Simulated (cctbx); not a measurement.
# Diagnosing a refinement

Cell a = 8.1550 Å, b = 8.1550 Å, c = 14.6170 Å, α = 90.00°, β = 90.00°, γ = 90.00°; space group I4/mcm (no. 140).

Simulated single-crystal data (cctbx): synchrotron X-rays, λ = 0.4959 Å, to d = 0.77 Å, 70 % of the full sphere, strongest reflection 40000 counts, noise from counting, a 3 % proportional error and a noise floor of 4 counts (s.d.); no absorption.

An anisotropic refinement with weights 1/σ² prints:

```text
Rint 0.028, 326 unique reflections to 0.77 A
cycle     R1     wR2    GooF  max shift (A)
   1  0.0137  0.0382   2.271   0.00024
   2  0.0075  0.0164   0.976   0.00000
final R1 0.0075 wR2 0.0164 GooF 0.976  parameters 14  data/parameter 23.3
atom        x        y        z      Ueq    occ   su(xyz)  su(Uiso or U11)
Eu1    0.32580  0.17420  0.15159   0.0081  1.000  0.00001  0.0001
Sn1    0.89080  0.60920  0.00000   0.0081  1.000  0.00002  0.0001
Sr1    0.00000  0.00000  0.00000   0.0136  1.000  0.00000  0.0001
Si1    0.50000  0.50000  0.25000   0.0182  1.000  0.00000  0.0005
difference map: max 1.13 min -0.50 rms 0.11
Q1    0.0000  0.5000  0.2500    4    1.13  2.47 A from Eu1
Q2    0.0000  0.0000  0.0000    4    0.49  0.00 A from Sr1
Q3    0.0634  0.4366  0.5000    8    0.47  1.46 A from Sn1
Q4    0.1250  0.3750  0.0617   16    0.39  0.92 A from Sn1
Q5    0.0000  0.0000  0.2500    4    0.35  0.00 A from Si1
Q6    0.0000  0.5000  0.1458    8    0.33  2.01 A from Eu1
```

Q: Accept it or mend it, and why?

Mend it. The fault: an atom left out, H at (0, 1/2, 1/4). Against the right model at the same level, R1 goes from 0.0070 to 0.0075 and GooF from 0.90 to 0.98. Q1 is the missing atom. With scattering power missing, scale and phases suffer, so peaks may also grow on the heavy atoms.

The compound is SrEu4SiSn2H. The right model at the same level gives:

```text
Rint 0.028, 326 unique reflections to 0.77 A
cycle     R1     wR2    GooF  max shift (A)
   1  0.0133  0.0377   2.246   0.00025
   2  0.0070  0.0151   0.900   0.00000
final R1 0.0070 wR2 0.0151 GooF 0.900  parameters 15  data/parameter 21.7
atom        x        y        z      Ueq    occ   su(xyz)  su(Uiso or U11)
Eu1    0.32580  0.17420  0.15159   0.0081  1.000  0.00001  0.0001
Sn1    0.89080  0.60920  0.00000   0.0081  1.000  0.00002  0.0001
Sr1    0.00000  0.00000  0.00000   0.0136  1.000  0.00000  0.0001
Si1    0.50000  0.50000  0.25000   0.0182  1.000  0.00000  0.0004
H1     0.00000  0.50000  0.25000   0.0495  1.000  0.00000  0.0253
difference map: max 0.49 min -0.50 rms 0.11
Q1    0.0000  0.0000  0.0000    4    0.49  0.00 A from Sr1
Q2    0.0639  0.4361  0.5000    8    0.47  1.46 A from Sn1
Q3    0.1250  0.3750  0.0619   16    0.39  0.92 A from Sn1
Q4    0.0000  0.5000  0.2500    4    0.35  0.00 A from H1
Q5    0.0000  0.0000  0.2500    4    0.35  0.00 A from Si1
Q6    0.0000  0.5000  0.1456    8    0.34  1.53 A from H1
```

This is a model crystal, built by substitution and not relaxed, with assumed displacement parameters.

[Middle refinement cycles are left out of these outputs.]

[Logs are printed without paths, hosts, clocks, repeated set-up lines and the standing remarks that a program may print on its own settings, such as how far it seeks lower states.]
